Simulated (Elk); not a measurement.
# NbRu: energy against a fixed spin moment, part 2 of 2

Wanted: E(M) for NbRu, to see how near it is to a magnetic instability.

Elk 11.2.3 (patched build); PBEsol; all-electron APW+lo, Dirac cores, scalar-relativistic bands.

So far. Step 2 (The free run): After 43 cycles the seed has died away: no moment is left.

### 3. Moment fixed at 0 μB

Holding the total moment away from its free value maps the energy around and beyond the minimum.

A uniform field is adjusted until the total moment meets the target; the run goes on from the state before.

elk.in reads:

```
tasks
  1

xctype
  22

rgkmax
  7.0

nempty
  20

swidth
  0.005

reducebf
  0.5

epsengy
  1e-05

maxscl
  120

lmaxi
  2

nrmtscf
  2.0

gmaxvr
  20.0

spinpol
  .true.

fsmtype
  1

momfix
  0.000000 0.000000 0.000000

taufsm
  0.005

sppath
  './'

avec
  6.01688798081 0.00000000000 0.00000000000
  0.00000000000 6.01688798081 0.00000000000
  0.00000000000 0.00000000000 6.01688798081

atoms
  2
  'Nb.in'
  1
  0.0000000000 0.0000000000 0.0000000000   0.000000 0.000000 -0.000030
  'Ru.in'
  1
  0.5000000000 0.5000000000 0.5000000000   0.000000 0.000000 -0.000045

ngridk
  8 8 8
```

Launch:

```bash
OMP_NUM_THREADS=2 elk
```

Numbers of over 12 decimals in the logs are rounded to 6 here.

Log:

```text
┌─────────────────────────┐
│ Elk code version 11.2.3 │
└─────────────────────────┘

All units are atomic (Hartree, Bohr, etc.)

┌──────────────────────────────────────────┐
│ Ground-state run resuming from STATE.OUT │
└──────────────────────────────────────────┘

Lattice vectors :
   6.016887981       0.000000000       0.000000000
   0.000000000       6.016887981       0.000000000
   0.000000000       0.000000000       6.016887981

Species : 1 (Nb)
 muffin-tin radius :    2.580388922
 atomic positions (lattice), magnetic fields (Cartesian) :
  1 :   0.00000000  0.00000000  0.00000000    0.00000000  0.00000000  0.00000000

Species : 2 (Ru)
 muffin-tin radius :    2.580388922
 atomic positions (lattice), magnetic fields (Cartesian) :
  1 :   0.50000000  0.50000000  0.50000000    0.00000000  0.00000000  0.00000000

Total number of atoms per unit cell :    2
Total muffin-tin volume :    143.9375516
 ratio of muffin-tin to unit cell volume :   0.6607821956

Spin treatment :
 spin-polarised
 global magnetic field (Cartesian) :    0.000000000       0.000000000       0.000000000
 collinear magnetisation in z-direction
 fixed spin moment (FSM) calculation, type :    1
  fixing total moment to (Cartesian) :
     0.000000000       0.000000000       0.000000000

Number of Bravais lattice symmetries :   48
Number of crystal symmetries         :   48
Crystal has inversion symmetry
Real symmetric eigensolver will be used

k-point grid :      8     8     8
k-point offset :    0.000000000       0.000000000       0.000000000
k-point set is reduced with full crystal symmetry group
Total number of k-points :       35

Muffin-tin radius times maximum |G+k| :    7.000000000
 using average radius
Maximum |G+k| for APW functions       :    2.712769359
Maximum (1/2)|G+k|²                   :    3.679558797
Maximum |G| for potential and density :    20.00000000
Constant for pseudocharge density :   13
 order of it for each species :   20  20
 order of it for pair densities of each species (exact exchange by exxq0 0: 20) :   10  10
Radial integration step length :    1

G-vector grid sizes :     40    40    40
Number of G-vectors :    29423

Maximum angular momentum used for
 APW functions            :    8
 outer part of muffin-tin :    6

Number of empty states         :     40
Total number of valence states :    110
Total number of core states    :     56

Third-order local-orbitals added for an l without core states : T
Total number of local-orbitals :     36

Exchange-correlation functional :     22     0     0
 PBEsol, Phys. Rev. Lett. 100, 136406 (2008)
 gradient requirement :    1
 generalised gradient approximation (GGA)

Smearing type :    3
 Fermi-Dirac
Smearing width :   0.5000000000E-02
Effective electronic temperature (K) :    1578.875124

Mixing type :    1
 Adaptive linear mixing

Potential read in from STATE.OUT

┌──────────────────────────────┐
│ Self-consistent loop started │
└──────────────────────────────┘

[... earlier loops left out ...]

┌─────────────────┐
│ Loop number : 3 │
└─────────────────┘

Energies :
 Fermi                       :     0.417509
 sum of occupied eigenvalues :     -4963.0657136374
 electron kinetic            :      8663.7124432521
 core electron kinetic       :      8450.8856325352
 Coulomb                     :     -16763.195039372
 Coulomb potential           :     -13300.346242719
 nuclear-nuclear             :     -1093.2470410868
 electron-nuclear            :     -18074.369135878
 Hartree                     :      2404.4211375933
 Madelung                    :     -10113.021918012
 xc potential                :     -326.43191417060
 xc effective B-field        :    -0.69359336428341E-11
 external B-field            :      0.000000
 exchange                    :     -243.41708404105
 correlation                 :     -5.051890
 electron entropic           :    -0.65426863438896E-02
 total energy                :     -8347.9581130088
 (external B-field energy excluded from total)

Density of states at Fermi energy :    82.20509671
 (states/Hartree/unit cell)

Estimated indirect band gap :   0.1916678176E-03
 from k-point 12 to k-point 14
Estimated direct band gap   :   0.6085584597E-02
 at k-point 33

Charges :
 core                        :    56.00000000
 valence                     :    29.00000000
 interstitial                :    2.765778041
 muffin-tins (core leakage)
  species : 1 (Nb)
   atom 1                    :    39.20204475     (  0.7029972409E-06)
  species : 2 (Ru)
   atom 1                    :    43.03217721     ( -0.3458738149E-06)
 total in muffin-tins        :    82.23422196
 total calculated charge     :    84.99963727
 total charge                :    85.00000000
 error                       :   0.3627312125E-03

Moments :
 interstitial                :  -0.2546230041E-05
 muffin-tins
  species : 1 (Nb)
   atom 1                    :  -0.4955702720E-05
  species : 2 (Ru)
   atom 1                    :   0.1718490589E-04
 total in muffin-tins        :   0.1222920317E-04
 total moment                :   0.9682973127E-05

FSM global effective field   :   0.3511757570E-06

┌──────────────────────────────┐
│ Self-consistent loop stopped │
└──────────────────────────────┘

Wrote STATE.OUT
```

Elapsed: 26 s, on 2 threads of Intel Xeon Platinum 8488C (Sapphire Rapids), shared host; peak memory 0.16 GiB.

Numbers from this step:

```
magnetization : 0 μB
```

Its energy is that of the free run within the threshold.

### 4. Moment fixed at 0.15 μB

Edit elk.in of step 3 so:

```diff
@@ -40,3 +40,3 @@
 momfix
-  0.000000 0.000000 0.000000
+  0.000000 0.000000 0.150000
```

Launch:

```bash
OMP_NUM_THREADS=2 elk
```

Log:

```text
┌─────────────────────────┐
│ Elk code version 11.2.3 │
└─────────────────────────┘

All units are atomic (Hartree, Bohr, etc.)

┌──────────────────────────────────────────┐
│ Ground-state run resuming from STATE.OUT │
└──────────────────────────────────────────┘

Lattice vectors :
   6.016887981       0.000000000       0.000000000
   0.000000000       6.016887981       0.000000000
   0.000000000       0.000000000       6.016887981

Species : 1 (Nb)
 muffin-tin radius :    2.580388922
[...]
total in muffin-tins        :    82.23428213
 total calculated charge     :    84.99963698
 total charge                :    85.00000000
 error                       :   0.3630179314E-03

Moments :
 interstitial                :   0.1012624440E-01
 muffin-tins
  species : 1 (Nb)
   atom 1                    :   0.4484514651E-01
  species : 2 (Ru)
   atom 1                    :   0.9494789581E-01
 total in muffin-tins        :   0.1397930423
 total moment                :   0.1499192867

FSM global effective field   :  -0.6982274313E-03

┌──────────────────────────────┐
│ Self-consistent loop stopped │
└──────────────────────────────┘

Wrote STATE.OUT

[key lines of the parts left out:]
total energy                :     -8347.9580591891
```

Elapsed: 4 min, on 2 threads; peak memory 0.16 GiB; 7.7 min of CPU time.

Numbers from this step:

| Quantity | Value |
| --- | --- |
| magnetization | 0.1499 μB |

It lies 1.46 meV a cell above the free run.

### 5. Moment fixed at 1.2 μB

Edit elk.in of step 4 so:

```diff
@@ -40,3 +40,3 @@
 momfix
-  0.000000 0.000000 0.150000
+  0.000000 0.000000 1.200000
```

Launch:

```bash
OMP_NUM_THREADS=2 elk
```

Log:

```text
┌─────────────────────────┐
│ Elk code version 11.2.3 │
└─────────────────────────┘

All units are atomic (Hartree, Bohr, etc.)

┌──────────────────────────────────────────┐
│ Ground-state run resuming from STATE.OUT │
└──────────────────────────────────────────┘

Lattice vectors :
   6.016887981       0.000000000       0.000000000
   0.000000000       6.016887981       0.000000000
   0.000000000       0.000000000       6.016887981

Species : 1 (Nb)
 muffin-tin radius :    2.580388922
[...]
total in muffin-tins        :    82.24919111
 total calculated charge     :    84.99961466
 total charge                :    85.00000000
 error                       :   0.3853427724E-03

Moments :
 interstitial                :   0.1321696933
 muffin-tins
  species : 1 (Nb)
   atom 1                    :   0.4500148912
  species : 2 (Ru)
   atom 1                    :   0.6177377291
 total in muffin-tins        :    1.067752620
 total moment                :    1.199922314

FSM global effective field   :  -0.1834323218E-01

┌──────────────────────────────┐
│ Self-consistent loop stopped │
└──────────────────────────────┘

Wrote STATE.OUT

[key lines of the parts left out:]
total energy                :     -8347.9510813497
```

Run time: 6.3 min. Hardware: 2 threads; peak memory 0.15 GiB.

This step gave:

| Quantity | Value |
| --- | --- |
| magnetization | 1.200 μB |

It lies 191 meV a cell above the free run.

### 6. An attempt with other settings

A slip in the input shows what the program catches and what it lets pass.

elk.in reads:

```
tasks
  0

xctype
  22

rgkmax
  7.0

nempty
  20

swidth
  0.005

reducebf
  0.5

epsengy
  1e-05

maxscl
  100

lmaxi
  2

nrmtscf
  2.0

gmaxvr
  20.0

spinpol
  .true.

sppath
  './'

avec
  6.01688798081 0.00000000000 0.00000000000
  0.00000000000 6.01688798081 0.00000000000
  0.00000000000 0.00000000000 6.01688798081

atoms
  2
  'Nb.in'
  1
  0.0000000000 0.0000000000 0.0000000000   0.000000 0.000000 -0.030000
  'Ru.in'
  1
  0.5000000000 0.5000000000 0.5000000000   0.000000 0.000000 -0.045000

ngridk
  0 0 0
```

Launch:

```bash
OMP_NUM_THREADS=2 elk
```

Log:

```text
┌─────────────────────────────────┐
│ Elk code version 11.2.3 started │
└─────────────────────────────────┘

Error(readinput): invalid ngridk : 0 0 0
```

The job ended after 0.01 s (2 threads; peak memory 0.04 GiB).

The input was rejected at the start.

The program's message: “Error(readinput): invalid ngridk : 0 0 0”

The fault put into the input: a mesh of zeros.

Each count of the mesh must be at least 1.

### 7. E(M)

In all 9 moments were held (0, 0.15, 0.3, 0.45, 0.6, 0.75, 0.9, 1.05, 1.2 μB), each run going on from a saved state. The curve holds those that converged and the free run; sizes are given without sign.

Table of energy over the lowest by total spin moment:

| total spin moment (μB a cell) | energy over the lowest (meV a cell) |
| --- | --- |
| 0.000 | 0 |
| 0.150 | 1.46 |
| 0.300 | 5.87 |
| 0.450 | 13.9 |
| 0.600 | 26.8 |
| 0.750 | 47.1 |
| 0.900 | 78.0 |
| 1.050 | 125 |
| 1.200 | 191 |

Slope dE/dM read from the holding field against total spin moment:

| total spin moment (μB a cell) | slope dE/dM read from the holding field (meV/μB) |
| --- | --- |
| 0.000 | -0.00956 |
| 0.150 | 19.0 |
| 0.300 | 40.7 |
| 0.450 | 68.2 |
| 0.600 | 107 |
| 0.750 | 165 |
| 0.900 | 255 |
| 1.050 | 378 |
| 1.200 | 499 |

### 8. What came out

```
lowest point    : zero moment
E/M² at 0.30 μB : 65 meV/μB²
```

What this shows: The minimum lies at zero moment: the crystal stays non-magnetic, and the energy has risen by 191 meV at 1.20 μB. No other minimum shows on the points computed. Only the total moment is held, so opposed site moments can hide at small totals; the field's energy is not in the curve.

[Logs and program files are shortened in this print: banners, set-up blocks, solver, clock and traceback lines can be left out without a mark of their own.]

[Logs are printed without paths, hosts, clocks, repeated set-up lines and the standing remarks that a program may print on its own settings, such as how far it seeks lower states.]

[Hosts, paths, dates, database ids (printed as entryN), source tags and the programs' standing remarks are cut or masked in the printed files.]

[Where a cell is said to come from a database of computed structures, the database is the Materials Project.]
